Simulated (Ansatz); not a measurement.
# A thicker film of SrCl2 (110) from two thinner ones

In a field along its normal an insulating film takes a dipole p. Written as a length, p/(ε₀AE), it should grow by 1 − 1/ε for each ångström added.

How it was computed: Ansatz 0.2.0, plane waves with PAW datasets (its set soft_2), PBEsol; fluorite films relaxed at a bulk in-plane lattice constant near the measured one, then held in weak fields of both signs with a dipole correction (A is the cell's area, E the outer field).

```tsv
run	distance between the outer atoms (Å)	p/(ε₀AE) (Å)
4 units	7.402	6.730
6 units	12.212	9.953
9 units	19.456	?
```

**Question.** What value belongs in the row marked “?”, and how far can the other rows tell?

Two rows fix a line: slope = (9.953 − 6.730) / (12.212 − 7.402) = 0.6701, intercept 1.7698. That slope means ε = 1/(1 − 0.6701) = 3.03. At 19.456 it gives 0.6701 × 19.456 + 1.7698 = 14.807 Å, beyond the rows fitted. Rounding of the rows alone allows about ±0.003 Å there; two rows can't show whether the line holds.

The run itself gives 14.783 Å: a miss of −0.024 Å, or 0.2 % of the value. The length is met to within 1 %, though ε is more sensitive than the length: the two thickest films give ε = 3.00.

**Limits.** This is the electronic response alone. A unit is one step of the cut along the normal (a plane, a pair of planes or a cell), and the layers relax along it, away from their bulk spacing where the functional's lattice constant differs from the one held.

[Logs are printed without paths, hosts, clocks, repeated set-up lines and the standing remarks that a program may print on its own settings, such as how far it seeks lower states.]
